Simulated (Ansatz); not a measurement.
# AlGa3As4: complex band structure, part 2 of 3

A new crystal, AlGa3As4: structure, gap and complex bands. It is built by putting As for N in the AlGa3N4 structure of space group Pm, with the volume rescaled by atomic radii. The parent structure comes from the Materials Project.

Ansatz 0.2.0; r2SCAN DFT, plane waves, PAW files (the session's first sound run).

So far. Step 2 (Relaxing the new crystal): The largest force component on a free atom ends at 0.0076 eV/Å.

The structure was built from a prototype and need not be the compound's stable phase.

### Step 3. Band edges

The energy window and the wavevectors of the next steps follow from the band edges, so these are searched first, off the mesh as well.

File input.yaml:

```yaml
crystal:
  lattice:
    - [6.5863636768, 0.0, 0.0011242932]
    - [0.0, 4.0004401973, 0.0]
    - [-0.0035602665, 0.0, 6.9183405204]
  atoms:
    - { symbol: Al, position: [-0.0014549172, 0.5, 0.6671681441] }
    - { symbol: Ga, position: [0.4976428889, 0.5, 0.3331161511] }
    - { symbol: Ga, position: [0.497404948, 0.0, 0.833428774] }
    - { symbol: Ga, position: [0.9982882287, 0.0, 0.1663521435] }
    - { symbol: As, position: [0.1237670713, 0.5, 0.3333754626] }
    - { symbol: As, position: [0.1237188245, 0.0, 0.8329394849] }
    - { symbol: As, position: [0.6239381033, 0.0, 0.1667452362] }
    - { symbol: As, position: [0.6242948624, 0.5, 0.6668756037] }
kpoints:
  mp_grid: { grid: [4, 6, 4] }
  band_path: { path: [VBM, CBM], npoints: 30 }
scf:
  occupations: { method: fixed }
hamiltonian:
  xc: r2scan
output:
  eigenvalues: true
  write_potential: true
  write_density: true
  volumetric_format: npy
```

The run is started by

```bash
$ ansatz run input.yaml --threads 2 --pin off --max-ram 4096MiB --backend cpu --events-out ev --progress --plain --runs-dir out
```

Numbers of over 12 decimals in the logs are rounded to 6 here.

Log:

```text
[...]
Crystal: 8 atoms, lattice volume = 182.287 Å³
Basis set: ecut = 500 eV, 4611 PW (Γ), exchange–correlation on 200×120×216 points (64 copies of the dense FFT grid, shifted against one another)
Bands: 62, of which v1, the nominal top of the filled ones, is band 51 counted from 1 (50 counted from 0)
Symmetry: 2 space group operations
[...]
k-points: 40 of 96 (time reversal used)
[...]
SCF iter   1: F=—  HF=-31373.354964 eV  |F-HF|=—  |Δ(HF+E_count)|=         —  Δρ=7.22e-3  dr2=5.03e-2  dr2_τ=2.19e-2  ethr=1.77e-3  ⟨swp⟩=4.9  Hψ=7783  notcnv=0  defer=336
[...]
SCF iter   8: F=-31373.401447 eV  HF=-31373.401447 eV  |F-HF|=2.27e-9  |Δ(HF+E_count)|=   1.05e-7  Δρ=2.05e-6  dr2=1.46e-8  dr2_τ=1.82e-10  ethr=9.80e-11  ⟨swp⟩=10.2  Hψ=10251  notcnv=0
SCF 1 converged in 8 iterations: F = -31373.401447 eV  dr2 = 1.46e-8
[...]
NSCF: frozen V_eff on 80 k-points
[...]
SCF converged after 8 iterations
Free energy (F): -31373.401447 eV
[...]
Internal energy: -31373.401447 eV  (E = F + TS)
E sigma→0 (E₀):  -31373.401447 eV
Fermi energy:    7.493534 eV
[...]
--- Band table (eV; the first three rows and the last of 40) ---
  k-point 0: bands = [... 47 lower, 6.3219, 7.3071, 7.4906, 7.4935, 8.6122, 8.9345, 9.3725, 10.4968, ... 7 higher]
  k-point 1: bands = [... 47 lower, 6.0646, 6.4448, 7.1158, 7.2886, 9.2858, 9.6276, 9.9720, 10.6299, ... 7 higher]
  k-point 2: bands = [... 47 lower, 6.4467, 6.5384, 6.7743, 6.8924, 9.5473, 9.7602, 10.3292, 10.7444, ... 7 higher]
  k-point 39: bands = [... 47 lower, 5.4275, 5.4359, 5.4587, 5.4772, 9.0479, 9.1239, 9.1724, 9.7363, ... 7 higher]
```

The job ended after 2.3 min (2 threads of Intel Xeon Platinum 8375C at 2.90GHz (Ice Lake), shared host; peak memory 1.1 GiB; 4.6 min of CPU time).

In the SCF lines HF is the Harris–Foulkes energy and dr2 the Hartree energy of the density residual, in eV; the loop may stop once dr2 is under the threshold and the program's other checks hold. Hψ counts applications of the Hamiltonian.

This step gave:

| Property | Result |
| --- | --- |
| Fermi energy | 7.494 eV |
| gap on the k-mesh | 1.119 eV |
| gap on path | 1.119 eV, by band count; negative where bands overlap |
| direct gap on path | 1.119 eV |
| edge places on path | 0, 0 1/A along the path |

Levels at VBM (eV): -6.83, -6.52, -5.59, -4.08, -2.70, -2.37, -1.25, -1.22, -1.17, -0.19, 0.00, 0.00, 1.12, 1.44, 1.88, 3.00, 3.93, 3.94, 4.07, 4.35, 4.90, 5.82, 5.84.

The searched edges give 1.12 eV, as on the mesh.

### Step 4. Decaying states in the gap, plane (001), k-mesh 4×6×4

This step: r2SCAN DFT, plane waves, PAW files; complex bands by layer matching along the plane's normal (Ansatz 0.2.0).

The same crystal is laid in a cell whose first two vectors span the (001) plane (indices of the standard conventional cell, whose axes can be ordered otherwise than in the bulk input). At fixed energy and wavevector in the plane the solver finds all kz, real and complex. A few wavevectors are listed, (0, 0) and (0.5, 0) in units of the plane's reciprocal vectors; the slowest state needn't be among them.

File input.yaml:

```yaml
crystal:
  lattice:
    - [6.586363773, 0.0, 0.0]
    - [0.0, 4.000440197, 0.0]
    - [-0.002379305, 0.0, 6.918341027]
  atoms:
    - { symbol: Al, position: [0.9985450828, 0.5, 0.6671681441] }
    - { symbol: Ga, position: [0.4976428889, 0.5, 0.3331161511] }
    - { symbol: Ga, position: [0.497404948, 0.0, 0.833428774] }
    - { symbol: Ga, position: [0.9982882287, 0.0, 0.1663521435] }
    - { symbol: As, position: [0.1237670713, 0.5, 0.3333754626] }
    - { symbol: As, position: [0.1237188245, 0.0, 0.8329394849] }
    - { symbol: As, position: [0.6239381033, 0.0, 0.1667452362] }
    - { symbol: As, position: [0.6242948624, 0.5, 0.6668756037] }
kpoints:
  mp_grid: { grid: [4, 6, 4] }
scf:
  occupations: { method: fixed }
hamiltonian:
  xc: r2scan
output:
  eigenvalues: true
  transmission:
    leads: [[0, 0]]
    kpoints: [[0.0, 0.0], [0.5, 0.0]]
    e_range: [-1.0, 2.12]
    de: 0.05
```

Log:

```text
[...]
Crystal: 8 atoms, lattice volume = 182.287 Å³
Basis set: ecut = 500 eV, 4611 PW (Γ), exchange–correlation on 200×120×216 points (64 copies of the dense FFT grid, shifted against one another)
Bands: 62, of which v1, the nominal top of the filled ones, is band 51 counted from 1 (50 counted from 0)
Symmetry: 2 space group operations
[...]
k-points: 40 of 96 (time reversal used)
[...]
SCF iter   1: F=—  HF=-31373.354962 eV  |F-HF|=—  |Δ(HF+E_count)|=         —  Δρ=7.22e-3  dr2=5.03e-2  dr2_τ=2.19e-2  ethr=1.77e-3  ⟨swp⟩=4.9  Hψ=7783  notcnv=0  defer=336
[...]
SCF iter   8: F=-31373.401447 eV  HF=-31373.401447 eV  |F-HF|=2.29e-9  |Δ(HF+E_count)|=   1.05e-7  Δρ=2.05e-6  dr2=1.46e-8  dr2_τ=1.82e-10  ethr=9.80e-11  ⟨swp⟩=10.2  Hψ=10251  notcnv=0
SCF 1 converged in 8 iterations: F = -31373.401447 eV  dr2 = 1.46e-8
[...]
transmission: 10 of 20 steps passed
transmission: 20 of 20 steps passed
SCF converged after 8 iterations
Free energy (F): -31373.401447 eV
[...]
Internal energy: -31373.401447 eV  (E = F + TS)
E sigma→0 (E₀):  -31373.401447 eV
Fermi energy:    7.493534 eV
[...]
--- Band table (eV; the first three rows and the last of 40) ---
  k-point 0: bands = [... 47 lower, 6.3219, 7.3071, 7.4906, 7.4935, 8.6122, 8.9345, 9.3725, 10.4968, ... 7 higher]
  k-point 1: bands = [... 47 lower, 6.0646, 6.4448, 7.1158, 7.2886, 9.2858, 9.6276, 9.9720, 10.6299, ... 7 higher]
  k-point 2: bands = [... 47 lower, 6.4467, 6.5384, 6.7743, 6.8924, 9.5473, 9.7602, 10.3292, 10.7444, ... 7 higher]
  k-point 39: bands = [... 47 lower, 5.4275, 5.4359, 5.4587, 5.4772, 9.0479, 9.1239, 9.1724, 9.7363, ... 7 higher]
--- Transmission ---
  basis      : 275 plane waves across, 10 finite elements along
  points     : 2, as listed
  energies   : 63 from -1.000000 to 2.100000 eV about the Fermi level, 0.050000 eV apart; the leads are filled to 0.559346 eV, and channels, transmission and decay are at 0.550000 eV
  crystal 0  : As4Al1Ga3, at the sites [0, 0], period 6.9183 Å: whole cells are its period
    offset         : up to 0.0000 Å between an atom of the period and one for which it stands
    channels       : 0.000000e0 a spin
    conductance    : none, the energies end too early or step too widely for 300 K: set another output.transmission.e_range or a lower de, or, where they end at an eighth of basis.ecutwfc, a higher one
    slowest decay  : 0.0735 /Å at (0.0000, 0.0000)
```

Elapsed: 72 s, on 2 threads; peak memory 1.5 GiB.

This step gave:

```yaml
level_to_which_the_leads_are_filled: 0.5593 eV from the Fermi level
decay_constant_at_the_filling_level_zone_centre: 0.07352 Å⁻¹
decay_constant_at_the_filling_level_slowest_listed_point: 0.0735 Å⁻¹
```

K parallel (0, 0); values up to 1.5 1/Å, a degenerate pair printed once or twice; energies at which all values exceed this have no row. Im kz of the slowest decaying states against energy, zero at the highest filled level on the SCF mesh:

| energy (eV) | decay 1 (Å⁻¹) | decay 2 (Å⁻¹) | decay 3 (Å⁻¹) | decay 4 (Å⁻¹) |
| --- | --- | --- | --- | --- |
| -1.00 | 0.0130 | 0.0748 | 0.172 | 0.797 |
| -0.90 | 0.0883 | 0.201 | 0.784 | 1.02 |
| -0.75 | 0.103 | 0.234 | 0.763 | 0.993 |
| -0.65 | 0.0285 | 0.111 | 0.251 | 0.749 |
| -0.50 | 0.120 | 0.272 | 0.728 | 0.945 |
| -0.40 | 0.124 | 0.282 | 0.713 | 0.925 |
| -0.25 | 0.129 | 0.294 | 0.690 | 0.894 |
| -0.15 | 0.0944 | 0.127 | 0.299 | 0.675 |
| 0.00 | 0.00153 | 0.0271 | 0.136 | 0.220 |
| 0.10 | 0.0409 | 0.136 | 0.158 | 0.281 |
| 0.25 | 0.0601 | 0.135 | 0.271 | 0.365 |
| 0.35 | 0.0673 | 0.133 | 0.290 | 0.427 |
| 0.50 | 0.0729 | 0.130 | 0.312 | 0.538 |
| 0.60 | 0.0736 | 0.127 | 0.324 | 0.564 |
| 0.75 | 0.0701 | 0.122 | 0.338 | 0.529 |
| 0.85 | 0.0640 | 0.117 | 0.346 | 0.503 |
| 1.00 | 0.0465 | 0.107 | 0.355 | 0.463 |
| 1.10 | 0.0194 | 0.0985 | 0.360 | 0.434 |
| 1.25 | 0.0798 | 0.366 | 0.385 | 0.582 |
| 1.35 | 0.0587 | 0.347 | 0.369 | 0.582 |
| 1.50 | 0.276 | 0.372 | 0.582 | 0.666 |
| 1.60 | 0.218 | 0.373 | 0.582 | 0.646 |
| 1.75 | 0.118 | 0.373 | 0.583 | 0.613 |
| 1.85 | 0.0494 | 0.373 | 0.584 | 0.590 |
| 2.00 | 0.372 | 0.554 | 0.586 | 0.705 |
| 2.10 | 0.0538 | 0.370 | 0.528 | 0.588 |

K parallel (0, 0). The Re kz of states that move upwards by energy, zero at the highest filled level on the SCF mesh:

```
energy (eV)  channel 1 (Å⁻¹)  channel 2 (Å⁻¹)  channel 3 (Å⁻¹)
      -1.00           -0.174            0.265                -
      -0.90           -0.428           -0.162            0.331
      -0.80           -0.396           -0.149            0.390
      -0.70           -0.362           -0.136                -
      -0.55           -0.409           -0.307           -0.116
      -0.45           -0.357           -0.264           -0.101
      -0.35           -0.307           -0.211          -0.0861
      -0.25           -0.253           -0.139          -0.0675
      -0.15           -0.192          -0.0587                -
      -0.05           -0.107          -0.0310                -
       0.00                -                -                -
       0.05                -                -                -
       0.20                -                -                -
       0.30                -                -                -
       0.40                -                -                -
       0.50                -                -                -
       0.60                -                -                -
       0.70                -                -                -
       0.80                -                -                -
       0.90                -                -                -
       1.05                -                -                -
       1.15           0.0258                -                -
       1.25           0.0553                -                -
       1.35           0.0766                -                -
       1.45           0.0203           0.0955                -
       1.55           0.0782            0.114                -
       1.65            0.124            0.136                -
       1.80            0.156            0.233                -
       1.90           0.0409            0.175            0.306
       2.00           0.0939            0.195            0.381
       2.10            0.125            0.218                -
```

K parallel (0.5, 0); values up to 1.5 1/Å, a degenerate pair printed once or twice; energies at which all values exceed this have no row. Im kz of the slowest decaying states against energy, zero at the highest filled level on the SCF mesh:

| energy (eV) | decay 1 (Å⁻¹) | decay 2 (Å⁻¹) | decay 3 (Å⁻¹) | decay 4 (Å⁻¹) |
| --- | --- | --- | --- | --- |
| -1.00 | 0.396 | 0.842 | 0.859 | - |
| -0.90 | 0.402 | 0.828 | 0.844 | - |
| -0.75 | 0.0181 | 0.0517 | 0.410 | 0.807 |
| -0.65 | 0.0621 | 0.139 | 0.413 | 0.793 |
| -0.50 | 0.0587 | 0.0926 | 0.136 | 0.203 |
| -0.40 | 0.0788 | 0.107 | 0.179 | 0.233 |
| -0.25 | 0.0990 | 0.123 | 0.224 | 0.268 |
| -0.15 | 0.109 | 0.131 | 0.247 | 0.287 |
| 0.00 | 0.120 | 0.141 | 0.275 | 0.310 |
| 0.10 | 0.126 | 0.146 | 0.290 | 0.323 |
| 0.25 | 0.132 | 0.152 | 0.309 | 0.339 |
| 0.35 | 0.135 | 0.154 | 0.320 | 0.348 |
| 0.50 | 0.138 | 0.157 | 0.333 | 0.359 |
| 0.60 | 0.139 | 0.158 | 0.341 | 0.366 |
| 0.75 | 0.138 | 0.157 | 0.350 | 0.373 |
| 0.85 | 0.137 | 0.156 | 0.355 | 0.368 |
| 1.00 | 0.134 | 0.152 | 0.349 | 0.362 |
| 1.10 | 0.130 | 0.148 | 0.333 | 0.365 |
| 1.25 | 0.123 | 0.139 | 0.277 | 0.329 |
| 1.35 | 0.117 | 0.130 | 0.239 | 0.318 |
| 1.50 | 0.108 | 0.162 | 0.294 | 0.372 |
| 1.60 | 0.0783 | 0.0953 | 0.273 | 0.373 |
| 1.75 | 0.0729 | 0.236 | 0.372 | 0.388 |
| 1.85 | 0.0507 | 0.209 | 0.372 | 0.385 |
| 2.00 | 0.174 | 0.365 | 0.369 | 0.384 |
| 2.10 | 0.152 | 0.344 | 0.360 | 0.368 |

At the listed wavevectors the last open channel is at -0.05 eV and the next at +1.15 eV on the grid. At +0.55 eV, the grid energy nearest the filling level (the middle of the gap on the SCF mesh), the slowest state at the listed wavevectors decays with κ = 0.0735 Å⁻¹, its amplitude falling by e over 14 Å. Through 1 nm of this crystal that state's transmission falls by exp(−2 × 0.0735 Å⁻¹ × 10 Å) = 0.23.

### Step 5. Decay over the two-dimensional zone

The listed points could miss the slowest state, so one energy near mid-gap is solved on a mesh of 8×12.

input.yaml, as its differences from that of step 4:

```diff
@@ -22,6 +22,2 @@
   eigenvalues: true
-  transmission:
-    leads: [[0, 0]]
-    kpoints: [[0.0, 0.0], [0.5, 0.0]]
-    e_range: [-1.0, 2.12]
-    de: 0.05
+  transmission: { leads: [[0, 0]], kmesh: [8, 12], e_range: [0.56, 0.57], de: 0.05 }
```

Log:

```text
[...]
Crystal: 8 atoms, lattice volume = 182.287 Å³
Basis set: ecut = 500 eV, 4611 PW (Γ), exchange–correlation on 200×120×216 points (64 copies of the dense FFT grid, shifted against one another)
Bands: 62, of which v1, the nominal top of the filled ones, is band 51 counted from 1 (50 counted from 0)
Symmetry: 2 space group operations
[...]
k-points: 40 of 96 (time reversal used)
[...]
SCF iter   1: F=—  HF=-31373.354962 eV  |F-HF|=—  |Δ(HF+E_count)|=         —  Δρ=7.22e-3  dr2=5.03e-2  dr2_τ=2.19e-2  ethr=1.77e-3  ⟨swp⟩=4.9  Hψ=7783  notcnv=0  defer=336
[...]
SCF iter   8: F=-31373.401447 eV  HF=-31373.401447 eV  |F-HF|=2.29e-9  |Δ(HF+E_count)|=   1.05e-7  Δρ=2.05e-6  dr2=1.46e-8  dr2_τ=1.82e-10  ethr=9.80e-11  ⟨swp⟩=10.2  Hψ=10251  notcnv=0
SCF 1 converged in 8 iterations: F = -31373.401447 eV  dr2 = 1.46e-8
[...]
transmission: 40 of 350 steps passed
transmission: 80 of 350 steps passed
[...]
transmission: 350 of 350 steps passed
SCF converged after 8 iterations
Free energy (F): -31373.401447 eV
[...]
Internal energy: -31373.401447 eV  (E = F + TS)
E sigma→0 (E₀):  -31373.401447 eV
Fermi energy:    7.493534 eV
[...]
--- Band table (eV; the first three rows and the last of 40) ---
  k-point 0: bands = [... 47 lower, 6.3219, 7.3071, 7.4906, 7.4935, 8.6122, 8.9345, 9.3725, 10.4968, ... 7 higher]
  k-point 1: bands = [... 47 lower, 6.0646, 6.4448, 7.1158, 7.2886, 9.2858, 9.6276, 9.9720, 10.6299, ... 7 higher]
  k-point 2: bands = [... 47 lower, 6.4467, 6.5384, 6.7743, 6.8924, 9.5473, 9.7602, 10.3292, 10.7444, ... 7 higher]
  k-point 39: bands = [... 47 lower, 5.4275, 5.4359, 5.4587, 5.4772, 9.0479, 9.1239, 9.1724, 9.7363, ... 7 higher]
--- Transmission ---
  basis      : 275 plane waves across, 10 finite elements along
  points     : 35, standing for a mesh of 8 x 12
  energies   : 1 from 0.560000 to 0.560000 eV about the Fermi level; the leads are filled to 0.559346 eV, and channels, transmission and decay are at 0.560000 eV
  crystal 0  : As4Al1Ga3, at the sites [0, 0], period 6.9183 Å: whole cells are its period
[...]
channels       : 0.000000e0 a spin
    conductance    : none, crystal 0 has no channel at the energies, or these end too early or step too widely for 300 K: set another output.transmission.e_range or a lower de, or, where they end at an eighth of basis.ecutwfc, a higher one
    slowest decay  : 0.0736 /Å at (0.0000, 0.0000)
```

Run time: 93 s. Hardware: 2 threads; peak memory 1.6 GiB; 3.1 min of CPU time.

Numbers from this step:

- least decay constant on the mesh: 0.0736 Å⁻¹

Slowest decay constant (1/Å; 0 where a channel is open) over k1 and k2. At 0.5600 eV from the Fermi level.

Ten even steps from '0' (0.074) to '9' (0.243):
```
86677766
87678767
98788878
99877789
98654568
33320233
98654568
99877789
98788878
87678767
86677766
76666666
```
Columns: k1 (b1) from -0.5 to 0.375; rows upwards: k2 (b2) from -0.5 to 0.417.

The least value on the mesh is 0.0736 Å⁻¹ at +0.56 eV. At that energy the listed points give about 0.0735 Å⁻¹ by interpolation, so the mesh holds no clearly slower state.

(Continued in part 3 of 3.)

[Logs are printed without paths, hosts, clocks, repeated set-up lines and the standing remarks that a program may print on its own settings, such as how far it seeks lower states.]

[Hosts, paths, dates, database ids (printed as entryN), source tags and the programs' standing remarks are cut or masked in the printed files.]
